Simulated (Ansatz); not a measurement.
# The perfect GaAs wire along [110], 6 atoms a period, H-terminated, part 2 of 2

Wanted: the relaxed geometry and the bands of the GaAs wire along [110], 6 atoms a period, H-terminated.

Ansatz 0.2.0; DFT PBE, plane waves, PAW; relaxation of a wire's period; PAW set soft_1 (the session's first sound run).

So far. Step 2 (Relaxation of atoms and period): The cell's length comes to 4.158 Å with spin left out.

## 3. The perfect wire

This step: DFT PBE, plane waves, PAW; bands of a perfect wire; PAW set soft_1 (Ansatz 0.2.0).

At the relaxed period the bands are computed along the axis; those that cross an energy going forward count the channels that a perfect wire would open there.

The input, input.yaml:

```yaml
crystal:
  lattice:
    - [12.92, 0.0, 0.0]
    - [0.0, 13.446, 0.0]
    - [0.0, 0.0, 4.1577917823]
  atoms:
    - { symbol: As, position: [0.437202747, 0.343504552, 0.0] }
    - { symbol: H, position: [0.528784576, 0.272094674, 0.0] }
    - { symbol: Ga, position: [0.531786687, 0.5, 0.0] }
    - { symbol: H, position: [0.319115464, 0.191002665, 0.5] }
    - { symbol: H, position: [0.243953538, 0.384874004, 0.5] }
    - { symbol: H, position: [0.319115464, 0.808997335, 0.5] }
    - { symbol: H, position: [0.243953538, 0.615125996, 0.5] }
    - { symbol: Ga, position: [0.332740884, 0.306333236, 0.5] }
    - { symbol: Ga, position: [0.332740884, 0.693666764, 0.5] }
    - { symbol: As, position: [0.642070917, 0.5, 0.5] }
    - { symbol: H, position: [0.719393414, 0.414799678, 0.5] }
    - { symbol: H, position: [0.719393414, 0.585200322, 0.5] }
    - { symbol: As, position: [0.437202747, 0.656495448, 0.0] }
    - { symbol: H, position: [0.528784576, 0.727905326, 0.0] }
kpoints:
  mp_grid: { grid: [1, 1, 20] }
  band_path: { path: ["Γ", Z], npoints: 90 }
scf:
  occupations: { method: fermi_dirac, width: 0.05 }
hamiltonian:
  xc: pbe
  pseudopotentials: { kind: paw, azcp: { folder: soft_1 } }
output:
  dos: { e_range: [-5, 4] }
  write_potential: true
  write_density: true
  volumetric_format: npy
```

Launch:

```
$ ansatz run input.yaml --threads 4 --pin off --max-ram 16384MiB --backend cpu --events-out ev --progress --plain --runs-dir out
```

Numbers of over 12 decimals in the logs are rounded to 6 here.

Output:

```text
[...]
Crystal: 14 atoms, lattice volume = 722.301 Å³
Basis set: ecut = 420 eV, 14067 PW (Γ)
Bands: 60, of which v1, the nominal top of the filled ones, is band 46 counted from 1 (45 counted from 0)
Symmetry: 4 space group operations
[...]
k-points: 11 of 20
[...]
SCF iter   1: F=—  HF=-26046.312301 eV  |F-HF|=—  |Δ(HF+E_count)|=         —  Δρ=3.34e-2  dr2=7.82e0  ethr=3.10e-3  ⟨swp⟩=7.2  Hψ=2920  notcnv=0  defer=4
[...]
SCF iter  10: F=-26043.812600 eV  HF=-26043.812600 eV  |F-HF|=7.78e-9  |Δ(HF+E_count)|=   1.70e-8  Δρ=1.74e-6  dr2=2.48e-8  ethr=1.09e-10  ⟨swp⟩=15.5  Hψ=3483  notcnv=0
SCF 1 converged in 10 iterations: F = -26043.812600 eV  dr2 = 2.48e-8
[...]
NSCF: frozen V_eff on 91 k-points
WARN: The output density's exchange-correlation potential varies sharply where the density is thin. Do not read a vacuum level from v_tot or v_xc, or from such a field of the output density. On a cell that repeats whose density bears no net charge and no dipole along the vacuum's axis use v_es (v_loc + v_h of the components); under efield.dipole_correction with no amplitude use v_es + v_field, which holds any externa [...]
SCF converged after 10 iterations
Free energy (F): -26043.812600 eV
[...]
Internal energy: -26043.812600 eV  (E = F + TS)
E sigma→0 (E₀):  -26043.812600 eV
Fermi energy:    -1.870253 eV
[...]
--- Band table (eV; the first three rows and the last of 11) ---
  k-point 0: bands = [... 42 lower, -4.1610, -3.7475, -3.1535, -3.0425, -0.7153, 0.0548, 0.1254, 0.9639, ... 10 higher]
  k-point 1: bands = [... 42 lower, -4.0931, -3.7781, -3.2198, -3.1171, -0.5887, 0.1792, 0.2396, 0.9627, ... 10 higher]
  k-point 2: bands = [... 42 lower, -4.0886, -3.8769, -3.3603, -3.2816, -0.2630, 0.4707, 0.4956, 0.9749, ... 10 higher]
  k-point 10: bands = [... 42 lower, -4.5697, -4.3638, -4.2084, -4.1927, 0.1849, 0.5406, 0.9603, 1.1273, ... 10 higher]
```

The job ended after 80 s (4 threads of Intel Xeon Platinum 8259CL at 2.50GHz (Skylake/Cascade Lake), shared host; peak memory 2.5 GiB).

In the SCF lines HF is the Harris–Foulkes energy and dr2 the Hartree energy of the density residual, in eV; the loop may stop once dr2 is under the threshold and the program's other checks hold. Hψ counts applications of the Hamiltonian.

This step gave:

| Property | Result |
| --- | --- |
| band gap | 2.327 eV |

The electronic bands at the labelled points (eV, zero at the Fermi level):

```tsv
point	band 43	band 44	band 45	band 46	band 47	band 48	band 49	band 50
Γ	-2.29	-1.88	-1.28	-1.17	1.16	1.93	2.00	2.83
halfway	-2.56	-2.34	-1.84	-1.83	2.22	2.60	2.60	3.23
Z	-2.70	-2.49	-2.34	-2.32	2.06	2.41	2.83	3.00
```

The gap is 2.33 eV, with spin left out.

The path shows a direct gap of 2.33 eV (valence top at Γ, conduction bottom at Γ).

## 4. Levels at the same atoms, cutoff 500 eV, k-mesh 1×1×15

This step: DFT r2SCAN, plane waves, PAW; bands of a perfect wire at the PBE geometry; PAW set soft_1 (Ansatz 0.2.0).

The atoms stay at the PBE geometry and the functional changes. r2SCAN also reads the kinetic-energy density; it often gives larger moments and wider gaps than PBE, at a higher cost. Against the first PBE run of this kind, the cutoff is 500 eV against 420 and the mesh along the wire has 15 points against 20.

Edit input.yaml of step 3 so:

```diff
@@ -21,3 +21,3 @@
 kpoints:
-  mp_grid: { grid: [1, 1, 20] }
+  mp_grid: { grid: [1, 1, 15] }
   band_path: { path: ["Γ", Z], npoints: 90 }
@@ -26,8 +26,3 @@
 hamiltonian:
-  xc: pbe
+  xc: r2scan
   pseudopotentials: { kind: paw, azcp: { folder: soft_1 } }
-output:
-  dos: { e_range: [-5, 4] }
-  write_potential: true
-  write_density: true
-  volumetric_format: npy
```

Output:

```text
[...]
Crystal: 14 atoms, lattice volume = 722.301 Å³
Basis set: ecut = 500 eV, 18345 PW (Γ), exchange–correlation on 384×400×128 points (64 copies of the dense FFT grid, shifted against one another)
Bands: 60, of which v1, the nominal top of the filled ones, is band 46 counted from 1 (45 counted from 0)
Symmetry: 4 space group operations
[...]
k-points: 8 of 15
[...]
--- Band table (eV; the first three rows and the last of 8) ---
  k-point 0: bands = [... 42 lower, -4.3952, -4.0020, -3.3923, -3.2835, -0.6132, 0.2700, 0.2954, 1.2253, ... 10 higher]
  k-point 1: bands = [... 42 lower, -4.3319, -4.0597, -3.5025, -3.4073, -0.3831, 0.4848, 0.4939, 1.2156, ... 10 higher]
  k-point 2: bands = [... 42 lower, -4.4076, -4.2385, -3.6935, -3.6376, 0.1575, 0.7938, 0.8941, 1.2701, ... 10 higher]
  k-point 7: bands = [... 42 lower, -4.8782, -4.6601, -4.4746, -4.4563, 0.3844, 0.7144, 1.0442, 1.4144, ... 10 higher]
[key lines of the parts left out:]
SCF converged after 9 iterations
Free energy (F): -26091.782956 eV
Fermi energy:    -1.942087 eV
```

Wall time 2.5 min (4 threads); peak memory 4 GiB; 9.9 min of CPU time.

This step gave:

- band gap: 2.670 eV

The gap is 2.67 eV, against 2.33 eV under PBE at the relaxed period.

## 5. Another level of theory, level HSE06, cutoff 420 eV

This step: DFT HSE06, plane waves, PAW; levels of a perfect wire at the PBE geometry; PAW set soft_1 (Ansatz 0.2.0).

The atoms stay at the PBE geometry and the functional changes. HSE06 mixes in a quarter of short-range exact exchange, which removes part of the self-interaction that closes gaps; it is dear, so the mesh is thinner and no path is run. Against the first PBE run of this kind, the mesh along the wire has 8 points against 20.

Edit input.yaml of step 4 so:

```diff
@@ -21,4 +21,3 @@
 kpoints:
-  mp_grid: { grid: [1, 1, 15] }
-  band_path: { path: ["Γ", Z], npoints: 90 }
+  mp_grid: { grid: [1, 1, 8] }
 scf:
@@ -26,3 +25,3 @@
 hamiltonian:
-  xc: r2scan
+  xc: hse06
   pseudopotentials: { kind: paw, azcp: { folder: soft_1 } }
```

Output:

```text
[...]
Crystal: 14 atoms, lattice volume = 722.301 Å³
Basis set: ecut = 420 eV, 14067 PW (Γ)
Bands: 60, of which v1, the nominal top of the filled ones, is band 46 counted from 1 (45 counted from 0)
Symmetry: 4 space group operations
[...]
k-points: 5 of 8
[...]
SCF iter   6: F=-26043.816299 eV  HF=-26043.816423 eV  |F-HF|=1.24e-4  |Δ(HF+E_count)|=   4.01e-5  Δρ=1.73e-4  dr2=2.05e-4  ethr=2.63e-6  ⟨swp⟩=3.0  Hψ=648  notcnv=0
[...]
Fermi energy:    -1.991535 eV
[...]
--- Band table (eV; the first three rows and the last of 5) ---
  k-point 0: bands = [... 42 lower, -4.7298, -4.3258, -3.6721, -3.5498, -0.4375]
  k-point 1: bands = [... 42 lower, -4.7124, -4.5437, -3.9757, -3.9003, 0.2862]
  k-point 2: bands = [... 42 lower, -5.0792, -4.9118, -4.2941, -4.2881, 0.7293]
  k-point 4: bands = [... 42 lower, -5.1767, -5.1559, -4.8699, -4.8623, 0.5860]
  guard bands above this table: 13 of the run's 60 bands. The solve was not asked for them (output.publish_guard_bands: true or output.eigenvalues: true publishes all)
[key lines of the parts left out:]
Free energy (F): -26049.192147 eV
```

It took 3.5 min on 4 threads; peak memory 9.4 GiB; 12 min of CPU time.

Numbers from this step:

| Property | Result |
| --- | --- |
| band gap | 3.112 eV |

The gap is 3.11 eV, against 2.33 eV under PBE at the relaxed period.

## 6. With spin-orbit coupling, k-mesh 1×1×13

This step: DFT PBE, plane waves, fully relativistic PAW; bands of a perfect wire with spin-orbit coupling; PAW set soft_1 (Ansatz 0.2.0).

Spin-orbit coupling mixes the spins and splits bands that cross or touch without it, so it can open or close channels. Fully relativistic datasets take the place of the scalar ones. Against the first PBE run of this kind, the mesh along the wire has 13 points against 20.

Edit input.yaml of step 5 so:

```diff
@@ -21,3 +21,4 @@
 kpoints:
-  mp_grid: { grid: [1, 1, 8] }
+  mp_grid: { grid: [1, 1, 13] }
+  band_path: { path: ["Γ", Z], npoints: 90 }
 scf:
@@ -25,3 +26,6 @@
 hamiltonian:
-  xc: hse06
-  pseudopotentials: { kind: paw, azcp: { folder: soft_1 } }
+  xc: pbe
+  pseudopotentials: { kind: paw_fr, azcp: { folder: soft_1 } }
+magnetization:
+  noncollinear: true
+  spin_orbit: true
```

Output:

```text
[...]
non-collinear run that drives no moment, with spin-orbit: no starting moment large enough to seed its density (crystal.atoms[].spin), no starting occupations that ask for one, no magnetisation constraint and no magnetic field, so the semilocal B_xc is pinned to zero
Crystal: 14 atoms, lattice volume = 722.301 Å³
Basis set: ecut = 420 eV, 14067 PW (Γ)
[...]
k-point 0: bands = [... 88 lower, -3.1495, -3.1495, -3.0368, -3.0368, -0.7149, -0.7149, 0.0552, 0.0552, ... 24 higher]
  k-point 1: bands = [... 88 lower, -3.3241, -3.2719, -3.2092, -3.1699, -0.4313, -0.4307, 0.3145, 0.3364, ... 24 higher]
  k-point 2: bands = [... 88 lower, -3.5435, -3.5158, -3.4307, -3.4109, 0.1340, 0.1427, 0.6629, 0.6997, ... 24 higher]
  k-point 6: bands = [... 88 lower, -4.1901, -4.1898, -4.1699, -4.1543, 0.1982, 0.2013, 0.5220, 0.5294, ... 24 higher]
[key lines of the parts left out:]
SCF converged after 10 iterations
Magnetization: |M| = 0.0000 μB,  M = (+0.0000, +0.0000, +0.0000) μB
Free energy (F): -26044.431140 eV
Fermi energy:    -1.871071 eV
```

The job ended after 10 min (4 threads; peak memory 8.8 GiB; 40 min of CPU time).

This step gave:

| Item | Value |
| --- | --- |
| band gap | 2.321 eV |

The gap is 2.32 eV, against 2.33 eV under PBE at the relaxed period, with no moment.

## 7. Cost and result by level

Times are for 4 threads of Intel Xeon Platinum 8259CL at 2.50GHz (Skylake/Cascade Lake), shared host. Results by setting:

```tsv
no.	run	band gap (eV)	time	memory (GiB)
1	lead	2.327	80 s	2.5
2	levels	2.670	2.5 min	4.0
3	levels	3.112	3.5 min	9.4
4	SOC	2.321	10 min	8.8
```

## 8. Results

| Property | Result |
| --- | --- |
| cell length, PBE | 4.158 Å |
| gap, PBE | 2.33 eV |
| gap, r2SCAN | 2.67 eV |
| gap, HSE06 | 3.11 eV |
| gap, with spin-orbit coupling | 2.32 eV |

**Reading.** Under PBE the cell's length is 4.16 Å, and a gap of 2.33 eV makes it a semiconductor. At the relaxed period the wire is gapped under every functional, from 2.33 eV (PBE) to 3.11 eV (HSE06). Weak screening in one dimension makes quasiparticle gaps larger than the semilocal gaps, as a rule. Plain hydrogen on a compound's surface is a simple closure: it may leave surface states, and facets that end in unlike atoms put a field across the wire, both of which shrink the gap. A hybrid's gap is read on a coarse mesh, without a band path.

[Logs are printed without paths, hosts, clocks, repeated set-up lines and the standing remarks that a program may print on its own settings, such as how far it seeks lower states.]

[Hosts, paths, dates, database ids (printed as entryN), source tags and the programs' standing remarks are cut or masked in the printed files.]
